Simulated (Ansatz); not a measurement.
In doubt: masses and optical values from hybrid runs of this build are listed as unsure, which bears on the screening that GW takes from such a start.

Rows from a G0W0 calculation on SnPHO3 (Cc) (Ansatz 0.2.0; G0W0 on HSE06, plane waves, PAW; PAW set soft_1; 4×4×4 mesh, 398 empty bands, screening to 100 eV, PAW set soft_1 files), in eV. Spin-orbit coupling is left out.

```csv
row,Σx,Σc,Vxc,Z
A,-7.16,-3.13,-10.85,0.85
B,-20.78,2.29,-17.88,0.82
C,-19.66,1.85,-17.15,0.82
D,-19.89,1.57,-17.72,0.82
E,-7.32,-3.28,-11.21,0.85
F,-8.87,-3.39,-13.04,0.84
```

**Question.** Which rows are filled states and which are empty ones, and how can one tell?

Filled: B, C and D. Empty: A, E and F. The sign of Σc tells: for a filled state bare exchange, which holds its interaction with itself, lies below Vxc (Σx − Vxc is -2.2 eV or lower here) and screening gives part back as a positive Σc. For an empty state Σx lies above Vxc (+3.7 eV or more) and the Coulomb hole leaves Σc negative.

[Paths, hosts, dates, memory and timing lines, banners, echoed tables and standing remarks are left out of the program output.]

[Logs are printed without paths, hosts, clocks, repeated set-up lines and the standing remarks that a program may print on its own settings, such as how far it seeks lower states.]

[Runs of the session that timed out or met a known fault of the program may be left out.]

[Cells called generated may have been cut or substituted from an entry of the Crystallography Open Database or the Materials Project.]

[Hosts, paths, dates, database ids (printed as entryN), source tags and the programs' standing remarks are cut or masked in the printed files.]
